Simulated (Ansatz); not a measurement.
The compound is NaHoF4 (P4/mmm).

Symmetry: P4/mmm, No. 123, tetragonal system. Conventional cell: a = 3.760 Å, b = 3.760 Å, c = 5.411 Å, α = 90.00°, β = 90.00°, γ = 90.00°. Nearest to Na lie 8 F at 2.37 Å. Ho has 8 F at 2.26 Å nearest. Nearest to F lie 2 Ho at 2.26 Å and 2 Na at 2.37 Å. Farther neighbours and most contacts between anions are not listed.

```yaml
crystal:
  lattice:
    - [0.00000, -2.65855, 2.65855]
    - [0.00000, -2.65855, -2.65855]
    - [5.41068, 0.00000, 0.00000]
  atoms:
    - { symbol: Na, position: [0.00000, 0.00000, 0.00000] }
    - { symbol: Ho, position: [0.50000, 0.50000, 0.50000] }
    - { symbol: F, position: [0.50000, 0.00000, 0.73275] }
    - { symbol: F, position: [0.00000, 0.50000, 0.26725] }
    - { symbol: F, position: [0.50000, 0.00000, 0.26725] }
    - { symbol: F, position: [0.00000, 0.50000, 0.73275] }
```

The cell and positions are those that the Materials Project relaxed with its own functionals (PBE, PBE+U or r2SCAN), kept fixed. Spin-orbit coupling is left out unless a run names it. PAW set soft_2, made with PBE.

A constrained-RPA run (Ansatz 0.2.0; non-magnetic LDA; Ho f, bands v5 to c2, 4×4×4 mesh, medium accuracy) builds 7 functions on bands 0.33 eV wide, with 10.0 electrons in the window. The bare on-site interaction is 32.1 eV and the bare J 0.87 eV.

What U and J survive the screening?

On the Ho f shell, U = 8.79 eV (27 % of the bare value), U′ = 7.26 eV, J = 0.71 eV.

The parent state is non-magnetic and the interaction static (zero frequency); U depends on the window and the orbitals, so it belongs to this model alone.

[Paths, hosts, dates, memory and timing lines, banners, echoed tables and standing remarks are left out of the program output.]

[Logs are printed without paths, hosts, clocks, repeated set-up lines and the standing remarks that a program may print on its own settings, such as how far it seeks lower states.]

[Runs of the session that timed out or met a known fault of the program may be left out.]

[Hosts, paths, dates, database ids (printed as entryN), source tags and the programs' standing remarks are cut or masked in the printed files.]
